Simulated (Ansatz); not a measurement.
# linear P chain under tension and compression, part 2 of 2

Aim: how do moment and conductance of the linear P chain follow its length?

Ansatz 0.2.0; DFT PBE, plane waves, PAW; relaxation of a chain's period (the session's first sound run).

So far, conductance of the lead as this run defines it (G₀): step 3 (At a set period, period over the relaxed period 0.88 …) 3.00.

## 4. The chain at a fixed length, period over the relaxed period 0.92, k-mesh 1×1×42

Level of this step: DFT PBE, plane waves, PAW; channels and complex bands of a perfect chain (Ansatz).

The period is set to 0.92 times the relaxed one: shorter bonds widen the bands.

The cell differs from the one that the last finished run ended in (c 1.848 → 1.932 Å).

Contents of input.yaml:

```yaml
crystal:
  lattice:
    - [7.5, 0.0, 0.0]
    - [0.0, 7.5, 0.0]
    - [0.0, 0.0, 1.9319634055]
  atoms:
    - { symbol: P, position: [0.5, 0.5, 0.0], spin: 0.3 }
magnetization:
  spin_polarized: true
kpoints:
  mp_grid: { grid: [1, 1, 42] }
scf:
  occupations: { method: fermi_dirac, width: 0.05 }
hamiltonian:
  xc: pbe
output:
  transmission:
    e_range: [-2, 2]
    de: 0.035
    kmesh: [1, 1]
    reduced_basis: true
    leads: [[0, 0]]
  stress: true
```

Started as:

```
> ansatz run input.yaml --threads 4 --pin off --max-ram 8192MiB --backend cpu --events-out ev --progress --plain --runs-dir out
```

Numbers of over 12 decimals in the logs are rounded to 6 here.

Log:

```text
[...]
Crystal: 1 atoms, lattice volume = 108.673 Å³
Basis set: ecut = 420 eV, 2095 PW (Γ)
Bands: 7, of which v1, the nominal top of the filled ones, is band 3 counted from 1 (2 counted from 0)
Symmetry: 16 space group operations
[...]
k-points: 22 of 42
[...]
Starting moments: Σ|m| = 0.3 μB on 1 of 1 site
[...]
--- Transmission ---
  basis      : 497 plane waves across, 3 finite elements along
  points     : 1, standing for a mesh of 1 x 1
[...]
crystal 0  : P1, at the sites [0, 0], period 1.9320 Å: whole cells are its period
[...]
filled         : 45.6 meV under the level at which it is neutral
    channels       : 3.000000e0 up, 3.000000e0 down
[...]
[key lines of the parts left out:]
SCF converged after 15 iterations
Magnetization: -0.0000 μB (2.5000 up, 2.5000 down)
Free energy (F): -754.223463 eV
Fermi energy:    -3.115786 eV
P = ⅓ Tr σ = 3.4360 GPa (34.360 kbar)
```

Run time: 35 s. Hardware: 4 threads of Arm Neoverse N1, shared host; peak memory 0.36 GiB.

At the computed energy nearest the Fermi level there are 3 spin-up and 3 spin-down channels, and the thermal average gives 3.00 G₀.

## 5. At a set period, period over the relaxed period 0.96, k-mesh 1×1×40

The period is set to 0.96 times the relaxed one: shorter bonds widen the bands.

The cell differs from the one that the last finished run ended in (c 1.932 → 2.016 Å).

input.yaml: that of step 4 with these lines changed.

```diff
@@ -4,3 +4,3 @@
     - [0.0, 7.5, 0.0]
-    - [0.0, 0.0, 1.9319634055]
+    - [0.0, 0.0, 2.0159618144]
   atoms:
@@ -10,3 +10,3 @@
 kpoints:
-  mp_grid: { grid: [1, 1, 42] }
+  mp_grid: { grid: [1, 1, 40] }
 scf:
```

Log:

```text
[...]
Crystal: 1 atoms, lattice volume = 113.398 Å³
Basis set: ecut = 420 eV, 2223 PW (Γ)
Bands: 7, of which v1, the nominal top of the filled ones, is band 3 counted from 1 (2 counted from 0)
Symmetry: 16 space group operations
[...]
k-points: 21 of 40
[...]
Starting moments: Σ|m| = 0.3 μB on 1 of 1 site
[...]
--- Transmission ---
  basis      : 497 plane waves across, 3 finite elements along
  points     : 1, standing for a mesh of 1 x 1
[...]
crystal 0  : P1, at the sites [0, 0], period 2.0160 Å: whole cells are its period
[...]
filled         : 92.4 meV under the level at which it is neutral
    channels       : 3.000000e0 up, 3.000000e0 down
[...]
[key lines of the parts left out:]
SCF converged after 12 iterations
Magnetization: -0.0000 μB (2.5000 up, 2.5000 down)
Free energy (F): -754.448488 eV
Fermi energy:    -3.385886 eV
P = ⅓ Tr σ = 1.6492 GPa (16.492 kbar)
```

It took 31 s on 4 threads; peak memory 0.36 GiB.

At the computed energy nearest the Fermi level there are 3 spin-up and 3 spin-down channels, and the thermal average gives 3.00 G₀.

## 6. The chain at a fixed length, period over the relaxed period 1, k-mesh 1×1×39

The period is set to 1.0 times the relaxed one, as the point of reference.

input.yaml: that of step 5 with these lines changed.

```diff
@@ -4,3 +4,3 @@
     - [0.0, 7.5, 0.0]
-    - [0.0, 0.0, 2.0159618144]
+    - [0.0, 0.0, 2.0999602234]
   atoms:
@@ -10,3 +10,3 @@
 kpoints:
-  mp_grid: { grid: [1, 1, 40] }
+  mp_grid: { grid: [1, 1, 39] }
 scf:
```

Log:

```text
[...]
Crystal: 1 atoms, lattice volume = 118.123 Å³
Basis set: ecut = 420 eV, 2335 PW (Γ)
Bands: 7, of which v1, the nominal top of the filled ones, is band 3 counted from 1 (2 counted from 0)
Symmetry: 16 space group operations
[...]
k-points: 20 of 39
[...]
Starting moments: Σ|m| = 0.3 μB on 1 of 1 site
[...]
--- Transmission ---
  basis      : 497 plane waves across, 3 finite elements along
  points     : 1, standing for a mesh of 1 x 1
[...]
crystal 0  : P1, at the sites [0, 0], period 2.1000 Å: whole cells are its period
[...]
filled         : 31.3 meV over the level at which it is neutral
    channels       : 3.000000e0 up, 3.000000e0 down
[...]
[key lines of the parts left out:]
SCF converged after 12 iterations
Magnetization: -0.0000 μB (2.5000 up, 2.5000 down)
Free energy (F): -754.515926 eV
Fermi energy:    -3.447739 eV
P = ⅓ Tr σ = 0.2656 GPa (2.656 kbar)
```

The job ended after 30 s (4 threads; peak memory 0.36 GiB; 74 s of CPU time).

Open channels of the lead against energy, zero at the Fermi level:

```tsv
energy (eV)	spin up	spin down
-2.000	3	3
-1.790	3	3
-1.615	3	3
-1.405	3	3
-1.195	3	3
-0.985	3	3
-0.810	3	3
-0.600	3	3
-0.390	3	3
-0.215	3	3
-0.005	3	3
0.205	3	3
0.415	3	3
0.590	3	3
0.800	3	3
1.010	3	3
1.185	3	3
1.395	3	3
1.605	3	3
1.815	3	3
```

At the computed energy nearest the Fermi level there are 3 spin-up and 3 spin-down channels, and the thermal average gives 3.00 G₀.

## 7. The chain at a fixed length, period over the relaxed period 1.04, k-mesh 1×1×37

The period is set to 1.04 times the relaxed one: longer bonds narrow the bands.

The cell differs from the one that the last finished run ended in (c 2.100 → 2.184 Å).

input.yaml: that of step 6 with these lines changed.

```diff
@@ -4,3 +4,3 @@
     - [0.0, 7.5, 0.0]
-    - [0.0, 0.0, 2.0999602234]
+    - [0.0, 0.0, 2.1839586323]
   atoms:
@@ -10,3 +10,3 @@
 kpoints:
-  mp_grid: { grid: [1, 1, 39] }
+  mp_grid: { grid: [1, 1, 37] }
 scf:
```

Log:

```text
[...]
Crystal: 1 atoms, lattice volume = 122.848 Å³
Basis set: ecut = 420 eV, 2431 PW (Γ)
Bands: 7, of which v1, the nominal top of the filled ones, is band 3 counted from 1 (2 counted from 0)
Symmetry: 16 space group operations
[...]
k-points: 19 of 37
[...]
Starting moments: Σ|m| = 0.3 μB on 1 of 1 site
[...]
--- Transmission ---
  basis      : 497 plane waves across, 3 finite elements along
  points     : 1, standing for a mesh of 1 x 1
[...]
crystal 0  : P1, at the sites [0, 0], period 2.1840 Å: whole cells are its period
[...]
filled         : 22.9 meV over the level at which it is neutral
    channels       : 3.000000e0 up, 3.000000e0 down
[...]
[key lines of the parts left out:]
SCF converged after 12 iterations
Magnetization: -0.0000 μB (2.5000 up, 2.5000 down)
Free energy (F): -754.475928 eV
Fermi energy:    -3.627162 eV
P = ⅓ Tr σ = -0.8378 GPa (-8.378 kbar)
```

The job ended after 31 s (4 threads; peak memory 0.37 GiB).

At the computed energy nearest the Fermi level there are 3 spin-up and 3 spin-down channels, and the thermal average gives 3.00 G₀. The change of length costs 0.042 eV a cell and leaves no moment.

## 8. At a set period, period over the relaxed period 1.08, k-mesh 1×1×36

The period is set to 1.08 times the relaxed one: longer bonds narrow the bands.

The cell differs from the one that the last finished run ended in (c 2.184 → 2.268 Å).

input.yaml: that of step 7 with these lines changed.

```diff
@@ -4,3 +4,3 @@
     - [0.0, 7.5, 0.0]
-    - [0.0, 0.0, 2.1839586323]
+    - [0.0, 0.0, 2.2679570412]
   atoms:
@@ -10,3 +10,3 @@
 kpoints:
-  mp_grid: { grid: [1, 1, 37] }
+  mp_grid: { grid: [1, 1, 36] }
 scf:
```

Log:

```text
[...]
Crystal: 1 atoms, lattice volume = 127.573 Å³
Basis set: ecut = 420 eV, 2511 PW (Γ)
Bands: 7, of which v1, the nominal top of the filled ones, is band 3 counted from 1 (2 counted from 0)
Symmetry: 16 space group operations
[...]
k-points: 19 of 36
[...]
Starting moments: Σ|m| = 0.3 μB on 1 of 1 site
[...]
--- Transmission ---
  basis      : 497 plane waves across, 3 finite elements along
  points     : 1, standing for a mesh of 1 x 1
[...]
crystal 0  : P1, at the sites [0, 0], period 2.2680 Å: whole cells are its period
[...]
filled         : 80.6 meV under the level at which it is neutral
    channels       : 3.000000e0 up, 3.000000e0 down
[...]
[key lines of the parts left out:]
SCF converged after 13 iterations
Magnetization: 0.0000 μB (2.5000 up, 2.5000 down)
Free energy (F): -754.360290 eV
Fermi energy:    -3.839260 eV
P = ⅓ Tr σ = -1.4288 GPa (-14.288 kbar)
```

Wall time 31 s (4 threads); peak memory 0.37 GiB.

At the computed energy nearest the Fermi level there are 3 spin-up and 3 spin-down channels, and the thermal average gives 3.00 G₀. The change of length costs 0.157 eV a cell and leaves no moment.

## 9. At a set period, period over the relaxed period 1.13, k-mesh 1×1×34

The period is set to 1.13 times the relaxed one: longer bonds narrow the bands.

The cell differs from the one that the last finished run ended in (c 2.268 → 2.373 Å).

input.yaml: that of step 8 with these lines changed.

```diff
@@ -4,3 +4,3 @@
     - [0.0, 7.5, 0.0]
-    - [0.0, 0.0, 2.2679570412]
+    - [0.0, 0.0, 2.3729550524]
   atoms:
@@ -10,3 +10,3 @@
 kpoints:
-  mp_grid: { grid: [1, 1, 36] }
+  mp_grid: { grid: [1, 1, 34] }
 scf:
```

Log:

```text
[...]
Crystal: 1 atoms, lattice volume = 133.479 Å³
Basis set: ecut = 420 eV, 2599 PW (Γ)
Bands: 7, of which v1, the nominal top of the filled ones, is band 3 counted from 1 (2 counted from 0)
Symmetry: 16 space group operations
[...]
k-points: 18 of 34
[...]
Starting moments: Σ|m| = 0.3 μB on 1 of 1 site
[...]
--- Transmission ---
  basis      : 497 plane waves across, 3 finite elements along
  points     : 1, standing for a mesh of 1 x 1
[...]
crystal 0  : P1, at the sites [0, 0], period 2.3730 Å: whole cells are its period
[...]
filled         : 30.6 meV under the level at which it is neutral
    channels       : 3.000000e0 up, 3.000000e0 down
[...]
[key lines of the parts left out:]
SCF converged after 13 iterations
Magnetization: 0.0000 μB (2.5000 up, 2.5000 down)
Free energy (F): -754.156257 eV
Fermi energy:    -3.911967 eV
P = ⅓ Tr σ = -1.9588 GPa (-19.588 kbar)
```

Wall time 31 s (4 threads); peak memory 0.36 GiB; 68 s of CPU time.

At the computed energy nearest the Fermi level there are 3 spin-up and 3 spin-down channels, and the thermal average gives 3.00 G₀. The change of length costs 0.359 eV a cell and leaves no moment.

## 10. The chain at a fixed length, period over the relaxed period 1.2, k-mesh 1×1×32

The period is set to 1.2 times the relaxed one: longer bonds narrow the bands.

The cell differs from the one that the last finished run ended in (c 2.373 → 2.520 Å).

input.yaml: that of step 9 with these lines changed.

```diff
@@ -4,3 +4,3 @@
     - [0.0, 7.5, 0.0]
-    - [0.0, 0.0, 2.3729550524]
+    - [0.0, 0.0, 2.519952268]
   atoms:
@@ -10,3 +10,3 @@
 kpoints:
-  mp_grid: { grid: [1, 1, 34] }
+  mp_grid: { grid: [1, 1, 32] }
 scf:
```

Log:

```text
[...]
Crystal: 1 atoms, lattice volume = 141.747 Å³
Basis set: ecut = 420 eV, 2769 PW (Γ)
Bands: 7, of which v1, the nominal top of the filled ones, is band 3 counted from 1 (2 counted from 0)
Symmetry: 16 space group operations
[...]
k-points: 17 of 32
[...]
Starting moments: Σ|m| = 0.3 μB on 1 of 1 site
[...]
--- Transmission ---
  basis      : 497 plane waves across, 4 finite elements along
  points     : 1, standing for a mesh of 1 x 1
[...]
crystal 0  : P1, at the sites [0, 0], period 2.5200 Å: whole cells are its period
[...]
filled         : 2.7 meV over the level at which it is neutral
    channels       : 3.000000e0 up, 3.000000e0 down
[...]
[key lines of the parts left out:]
SCF converged after 12 iterations
Magnetization: -0.0000 μB (2.5000 up, 2.5000 down)
Free energy (F): -753.799242 eV
Fermi energy:    -4.023513 eV
P = ⅓ Tr σ = -2.3380 GPa (-23.380 kbar)
```

Elapsed: 37 s, on 4 threads; peak memory 0.39 GiB; 89 s of CPU time.

At the computed energy nearest the Fermi level there are 3 spin-up and 3 spin-down channels, and the thermal average gives 3.00 G₀. The change of length costs 0.719 eV a cell and leaves no moment.

## 11. The chain at a fixed length, period over the relaxed period 1.3, k-mesh 1×1×30

The period is set to 1.3 times the relaxed one: longer bonds narrow the bands.

The cell differs from the one that the last finished run ended in (c 2.520 → 2.730 Å).

input.yaml: that of step 10 with these lines changed.

```diff
@@ -4,3 +4,3 @@
     - [0.0, 7.5, 0.0]
-    - [0.0, 0.0, 2.519952268]
+    - [0.0, 0.0, 2.7299482904]
   atoms:
@@ -10,3 +10,3 @@
 kpoints:
-  mp_grid: { grid: [1, 1, 32] }
+  mp_grid: { grid: [1, 1, 30] }
 scf:
```

Log:

```text
[...]
Crystal: 1 atoms, lattice volume = 153.560 Å³
Basis set: ecut = 420 eV, 3057 PW (Γ)
Bands: 7, of which v1, the nominal top of the filled ones, is band 3 counted from 1 (2 counted from 0)
Symmetry: 16 space group operations
[...]
k-points: 16 of 30
[...]
Starting moments: Σ|m| = 0.3 μB on 1 of 1 site
[...]
--- Transmission ---
  basis      : 497 plane waves across, 4 finite elements along
  points     : 1, standing for a mesh of 1 x 1
[...]
crystal 0  : P1, at the sites [0, 0], period 2.7299 Å: whole cells are its period
[...]
filled         : 3.8 meV under the level at which it is neutral
    channels       : 3.000000e0 up, 3.000000e0 down
[...]
[key lines of the parts left out:]
SCF converged after 15 iterations
Magnetization: 0.0000 μB (2.5000 up, 2.5000 down)
Free energy (F): -753.249517 eV
Fermi energy:    -4.183028 eV
P = ⅓ Tr σ = -2.3990 GPa (-23.990 kbar)
```

The job ended after 39 s (4 threads; peak memory 0.38 GiB).

Table of open channels of the lead by energy, zero at the Fermi level:

```tsv
energy (eV)	spin up	spin down
-2.000	1	1
-1.790	1	1
-1.615	1	1
-1.405	1	1
-1.195	1	1
-0.985	3	3
-0.810	3	3
-0.600	3	3
-0.390	3	3
-0.215	3	3
-0.005	3	3
0.205	3	3
0.415	3	3
0.590	3	3
0.800	3	3
1.010	3	3
1.185	3	3
1.395	1	1
1.605	1	1
1.815	1	1
```

At the computed energy nearest the Fermi level there are 3 spin-up and 3 spin-down channels, and the thermal average gives 3.00 G₀. The change of length costs 1.270 eV a cell and leaves no moment.

## 12. The series together

Times are for 4 threads of Arm Neoverse N1, shared host. The runs compared:

```tsv
no.	period over the relaxed period	conductance of the lead as this run defines it (G₀)	energy at zero smearing less the lowest (eV)	time	memory (GiB)
1	0.88	3.000	0.7212	32 s	0.38
2	0.92	3.000	0.2939	35 s	0.36
3	0.96	3.000	0.06830	31 s	0.36
4	1	3.000	0	30 s	0.36
5	1.04	3.000	0.04158	31 s	0.37
6	1.08	3.000	0.1574	31 s	0.37
7	1.13	3.000	0.3595	31 s	0.36
8	1.2	3.000	0.7186	37 s	0.39
9	1.3	3.000	1.270	39 s	0.38
```

## 13. The same system on other settings

This step: DFT PBE, plane waves, PAW; channels and complex bands of a perfect chain; changed: scf.occupations.method = "cold", scf.occupations.width = 0.2, basis.ecutrho_ratio = 8 (Ansatz 0.2.0).

The atoms of the run at the relaxed period are kept and the input is varied, to see whether the result depends on it.

input.yaml, the sections that differ from step 11:

```yaml
crystal:
  lattice:
    - [7.5, 0.0, 0.0]
    - [0.0, 7.5, 0.0]
    - [0.0, 0.0, 2.0999602234]
  atoms:
    - { symbol: P, position: [0.5, 0.5, 0.0], spin: 0.3 }
kpoints:
  mp_grid: { grid: [1, 1, 39] }
scf:
  occupations: { method: cold, width: 0.2 }
basis:
  ecutrho_ratio: 8
# magnetization, hamiltonian, output: as in step 11
```

Log:

```text
[...]
Crystal: 1 atoms, lattice volume = 118.123 Å³
Basis set: ecut = 420 eV, 2335 PW (Γ)
Bands: 7, of which v1, the nominal top of the filled ones, is band 3 counted from 1 (2 counted from 0)
Symmetry: 16 space group operations
[...]
k-points: 20 of 39
[...]
Starting moments: Σ|m| = 0.3 μB on 1 of 1 site
[...]
SCF iter  13: F=-754.513030 eV  HF=-754.513030 eV  |F-HF|=0.00e0  |Δ(HF+E_count)|=  2.10e-11  S|Δr|=    0.00e0  Δρ=4.99e-9 (↑4.51e-9 ↓4.99e-9)  dr2=4.76e-14  dr2_m=1.36e-14  M=0.000 μB ∫|m|=0.000 μB  ethr=1.00e-12  ⟨swp⟩=1.7  Hψ=444  notcnv=0
SCF 1 converged in 13 iterations: F = -754.513030 eV  dr2 = 4.76e-14
[...]
transmission: 6 of 36 steps passed
transmission: 9 of 36 steps passed
[...]
transmission: 36 of 36 steps passed
this state was not tested for a lower state beside it, because cold or Methfessel-Paxton smearing, or corrected tetrahedra, fill the levels in a way that the test cannot read (fill_not_monotonic; see scf.lower_state_search)
SCF converged after 13 iterations
Magnetization: 0.0000 μB (2.5000 up, 2.5000 down)
Absolute magnetization: 0.0000 μB (∫|ρ↑−ρ↓|, with the PAW one-centre terms)
[...]
Per-site moments (μB) at R_I (Å): [(-3.4068749384364515e-8, 0.866234)]
Free energy (F): -754.513030 eV
[...]
Internal energy: -754.520439 eV  (E = F + TS)
E sigma→0 (E₀):  -754.515499 eV
Entropy (-TS):   0.007409 eV (7.409 meV/atom)
Fermi energy:    -3.544034 eV
[...]
--- Stress (GPa, compression-positive) ---
        0.088432       0.000000       0.000000
        0.000000       0.088432       0.000000
        0.000000       0.000000       0.669363
  P = ⅓ Tr σ = 0.2821 GPa (2.821 kbar)
--- Band table (eV; the first three rows and the last of 40) ---
[...]
--- Transmission ---
  basis      : 497 plane waves across, 3 finite elements along
  points     : 1, standing for a mesh of 1 x 1
[...]
crystal 0  : P1, at the sites [0, 0], period 2.1000 Å: whole cells are its period
[...]
filled         : 68.4 meV under the level at which it is neutral
    channels       : 3.000000e0 up, 3.000000e0 down
[...]
```

Run time: 33 s. Hardware: 4 threads; peak memory 0.37 GiB.

Residual by cycle:

cycle, log10 residual and a bar from the least value:
```
        1       -0.8 ##############################
        2       -1.3 #############################
        3       -2.7 #########################
        4       -3.1 ########################
        5       -5.0 ####################
        6       -6.2 #################
        8       -7.6 ##############
        9       -7.4 ##############
       10       -8.4 ############
       11       -8.6 ###########
       12      -12.2 ###
       13      -13.3
```

The run finished with changed settings (scf.occupations.method = "cold", scf.occupations.width = 0.2 and basis.ecutrho_ratio = 8); it serves as a test.

## 14. What came out

| Item | Value |
| --- | --- |
| relaxed cell length | 2.100 Å |
| conductance at period × 0.88 | 3.00 G₀ |
| conductance at period × 1.0 | 3.00 G₀ |
| conductance at period × 1.13 | 3.00 G₀ |
| conductance at period × 1.3 | 3.00 G₀ |
| absolute moment at period × 0.88 | 0 μB |
| absolute moment at period × 1.0 | 0 μB |
| absolute moment at period × 1.3 | 0 μB |

In words: No moment survives at any length. Transport is coherent and elastic here: the atoms are frozen, so scattering by vibrations plays no part. The lead's cell of one atom keeps the chain straight and evenly spaced; a zigzag or dimerised form may lie lower.

[Logs are printed without paths, hosts, clocks, repeated set-up lines and the standing remarks that a program may print on its own settings, such as how far it seeks lower states.]

[Hosts, paths, dates, database ids (printed as entryN), source tags and the programs' standing remarks are cut or masked in the printed files.]
